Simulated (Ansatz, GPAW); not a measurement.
# Work function of a 5-layer slab of Ba(100) at several levels, part 2 of 2

Wanted: work functions and dipole of a 5-layer slab of Ba(100), with the cost of each level.

GPAW 26.7.0 and Ansatz 0.2.0; Ansatz plane waves; slab in vacuum with a dipole correction, relaxation (the session's first sound run).

So far, upper work function (eV): step 2 (relaxing the atoms, PBE) 2.36; step 5 (self-consistent run: xc = "revPBE") 2.26; step 6 (self-consistent run: xc = "RPBE") 2.25; step 7 (real-space grid: mode = "fd", PBE, GPAW) 2.35; step 8 (atomic orbitals: mode = "lcao", PBE, GPAW) 2.33.

## (10) A second plane-wave code

A second program with its own datasets checks the number independently.

This step: Ansatz plane waves; slab in vacuum with a dipole correction (Ansatz 0.2.0).

File input.yaml:

```yaml
crystal:
  lattice:
    - [5.02, 0.0, 0.0]
    - [0.0, 5.02, 0.0]
    - [0.0, 0.0, 26.04]
  atoms:
    - { symbol: Ba, position: [0.0, 0.0, 0.3072196621] }
    - { symbol: Ba, position: [0.5, 0.5, 0.403609831] }
    - { symbol: Ba, position: [0.0, 0.0, 0.4977532591] }
    - { symbol: Ba, position: [0.5, 0.5, 0.5924619899] }
    - { symbol: Ba, position: [0.0, 0.0, 0.6935070546] }
kpoints:
  mp_grid: { grid: [6, 6, 1] }
hamiltonian:
  xc: pbe
scf:
  occupations: { method: fermi_dirac, width: 0.1 }
efield:
  axis: 3
  dipole_correction: true
  ramp_width: 0.05
output:
  forces: true
  write_potential: true
  write_density: true
  volumetric_format: npy
  elf: true
```

Command:

```console
$ ansatz run input.yaml --threads 4 --pin off --max-ram 8192MiB --backend cpu --events-out ev --progress --plain --runs-dir out
```

Run time: 9.1 s. Hardware: 4 threads of Arm Neoverse V1, shared host; peak memory 0.93 GiB; 35 s of CPU time.

This step gave:

| Quantity | Value |
| --- | --- |
| upper work function | 2.357 eV |
| lower work function | 2.371 eV |
| dipole along the normal | 0.001895 e·Å |
| dipole field | 5.22e-4 V/Å |
| vacuum level below | 4.041 eV |

The electrostatic potential energy of an electron (with the applied field's), less the Fermi level, planar mean oscillates, so the rows of the table below give means over windows of 2.46 Å about each position, cut where the curve ends. Its maxima inside the range that stand out by 2 % of the span (Å: eV): 9.3: -0.628, 11.7: -0.753, 14.2: -0.733, 16.8: -0.269. Its minima: 8.0: -5.31, 10.6: -4.83, 13.0: -4.96, 15.5: -4.83, 18.1: -5.33.

Electrostatic potential energy of an electron (with the applied field's), less the Fermi level, planar mean against z; means over each step:

z (Å), electrostatic potential energy of an electron (with the applied field's), less the Fermi level, planar mean (eV) and a bar from the least value:
```
     1.23       2.37 ##############################
     3.69       2.35 ##############################
     6.15       1.01 #######################
     8.61      -3.09 
    11.07      -2.95 #
    13.53      -3.01 
    15.99      -2.68 ##
    18.45      -2.72 ##
    20.91       2.09 ############################
    23.37       2.35 ##############################
    25.83       2.36 ##############################
```

The valence density, planar mean oscillates, so the rows of the table below give means over windows of 2.46 Å about each position, cut where the curve ends. Its maxima inside the range that stand out by 2 % of the span (Å: e/Å³): 8.1: 0.213, 10.6: 0.220, 13.0: 0.219, 15.5: 0.218, 17.9: 0.212. Its minima: 9.3: 0.0731, 11.7: 0.0771, 14.2: 0.0756, 16.8: 0.0635.

Valence density, planar mean against z; means over each step:

z (Å), valence density, planar mean (e/Å³) and a bar:
```
     1.23      0.000 
     3.69      0.000 
     6.15      0.030 ######
     8.61      0.155 #############################
    11.07      0.162 ##############################
    13.53      0.161 ##############################
    15.99      0.153 ############################
    18.45      0.141 ##########################
    20.91      0.004 #
    23.37      0.000 
    25.83      0.000
```

Force by atom:

| atom | x (eV/Å) | y (eV/Å) | z (eV/Å) | size |
| --- | --- | --- | --- | --- |
| Ba1 | 0.0000 | 0.0000 | -0.0736 | 0.0736 |
| Ba2 | 0.0000 | 0.0000 | 0.0746 | 0.0746 |
| Ba3 | 0.0000 | 0.0000 | 0.0013 | 0.0013 |
| Ba4 | 0.0000 | 0.0000 | 0.0031 | 0.0031 |
| Ba5 | 0.0000 | 0.0000 | -0.0053 | 0.0053 |

Electrostatic potential energy in the ca plane at fractional y = 0.000, with atoms of Ba within 0.2 Å of it. With pseudopotentials it is smooth inside the atoms' cores, unlike the true potential.

Ten even steps from '0' (-42 eV) to '9' (4 eV), each cell a mean:
```
40000379999986200015899999862000158999999999
63112589999997521137899999974211478999999999
86556899999998765578999999987655789999999999
98888999999999988889999999999888899999999999
99999999999999999999999999999999999999999999
99999999999999999999999999999999999999999999
99999999999999999999999999999999999999999999
99999999999999999999999999999999999999999999
99999999999999999999999999999999999999999999
88777899999999877789999999998777889999999999
75334789999998643358999999986323578999999999
51001479999997310026899999873000268999999999
30000278999986200015899999861000158899999999
```
Columns run along c (16.0 Å, from fractional 0.27 to 0.89 of the cell; values clipped at the 3rd and 97th percentile), rows up along a (5.0 Å). Atoms in or near the plane, at fractional coordinates: Ba at (0.31, 0.00), Ba at (0.50, 0.00), Ba at (0.69, 0.00).

ELF in the ca plane at fractional y = 0.000, with atoms of Ba within 0.2 Å of it. It is the smooth field of the valence electrons, not physical close to the nuclei.

Values, 7 rows by 16 columns, each cell a mean:
```
0.73 0.62 0.36 0.43 0.28 0.69 0.65 0.34 0.45 0.24 0.70 0.63 0.45 0.06 0.08 0.02
0.48 0.55 0.20 0.50 0.20 0.47 0.53 0.18 0.50 0.25 0.43 0.57 0.15 0.09 0.07 0.01
0.19 0.24 0.42 0.51 0.38 0.22 0.22 0.35 0.49 0.47 0.25 0.18 0.20 0.19 0.06 0.01
0.43 0.49 0.57 0.50 0.48 0.45 0.45 0.48 0.47 0.54 0.50 0.41 0.41 0.25 0.06 0.01
0.16 0.20 0.34 0.52 0.32 0.18 0.19 0.28 0.50 0.41 0.19 0.18 0.13 0.16 0.06 0.01
0.64 0.70 0.22 0.48 0.20 0.63 0.68 0.20 0.49 0.23 0.59 0.73 0.22 0.08 0.07 0.01
0.67 0.49 0.40 0.41 0.31 0.61 0.53 0.39 0.45 0.26 0.65 0.49 0.50 0.06 0.08 0.02
```
Columns run along c (16.0 Å, from fractional 0.27 to 0.89 of the cell), rows up along a (5.0 Å). Atoms in or near the plane, at fractional coordinates: Ba at (0.31, 0.00), Ba at (0.50, 0.00), Ba at (0.69, 0.00).

Valence density in the ca plane at fractional y = 0.000, with atoms of Ba within 0.2 Å of it. It is the smooth field of the valence electrons, not physical close to the nuclei.

Ten even steps from '0' (0.0 e/Å³) to '9' (1.3 e/Å³), each cell a mean:
```
69659720000003885794100000038857941000000000
37998410000001589962000000015999620000000000
12443100000000134420000000001344200000000000
00110000000000001100000000000010000000000000
00000000000000000000000000000000000000000000
00000000000000000000000000000000000000000000
00000000000000000000000000000000000000000000
00000000000000000000000000000000000000000000
00000000000000000000000000000000000000000000
01221000000000012210000000000121100000000000
24775200000001367741000000013687310000000000
49989510000002698983100000027989830000000000
69438720000003872595100000038725941000000000
```
Columns run along c (16.0 Å, from fractional 0.27 to 0.89 of the cell), rows up along a (5.0 Å). Atoms in or near the plane, at fractional coordinates: Ba at (0.31, 0.00), Ba at (0.50, 0.00), Ba at (0.69, 0.00).

The upper face's work function is 2.357 eV, against 2.356 eV in the first plane-wave PBE run at this geometry.

## (11) Side by side

Results and costs are gathered.

This step: comparison of work functions, dipole and cost (GPAW 26.7.0).

Ladder, by row:

| step | code | work function, upper (eV) | work function, lower (eV) | dipole (e Å) | wall time (s) | peak memory (GiB) | threads |
| --- | --- | --- | --- | --- | --- | --- | --- |
| pw | GPAW | 2.356 | 2.369 | 0.001824 | 194.6 | 0.34 | 1 |
| optPBE-vdW | GPAW | 2.529 | 2.545 | 0.002177 | 323.5 | 0.7 | 1 |
| revPBE | GPAW | 2.255 | 2.267 | 0.00166 | 219.2 | 0.34 | 1 |
| RPBE | GPAW | 2.252 | 2.264 | 0.00173 | 197.4 | 0.34 | 1 |
| fd | GPAW | 2.354 | 2.368 | 0.001842 | 1575 | 1.42 | 1 |
| lcao | GPAW | 2.329 | 2.342 | 0.00183 | 794.1 | 0.7 | 1 |
| ansatz | Ansatz | 2.357 | 2.37 | 0.001895 | 9.1 | 0.931 | 4 |

## (12) Summary of results

| Quantity | Value |
| --- | --- |
| work function, upper and lower face | 2.356 and 2.369 eV |
| dipole along the normal | 0.00182 e Å |

**Reading.** With plane waves and PBE the work function is 2.36 eV on the upper face and 2.37 eV on the lower. The measured value for polycrystalline Ba, which weights the faces of low work function, is 2.53 eV (as compiled in "Anisotropic work function of elemental crystals", 2019, arxiv:1902.07811); the relaxed upper face lies 0.17 eV under it with PBE, and optPBE-vdW comes nearest (2.53 eV). Measured work functions scatter by a tenth of an eV or more between methods. Over the sound runs of the table the upper face's work function spans 2.252 (RPBE) to 2.529 eV (optPBE-vdW). The two plane-wave codes differ by 0.0010 eV on the upper face. The small printed dipole stands for a step of -13 meV from the lower to the upper face, and the probes find -13 meV; values this small are near the numerical noise of both. The in-plane lattice was kept as typed, which isn't the functional's own and leaves some strain; spin-orbit coupling and temperature are left out.

[Logs are printed without paths, hosts, clocks, repeated set-up lines and the standing remarks that a program may print on its own settings, such as how far it seeks lower states.]

[Hosts, paths, dates, database ids (printed as entryN), source tags and the programs' standing remarks are cut or masked in the printed files.]
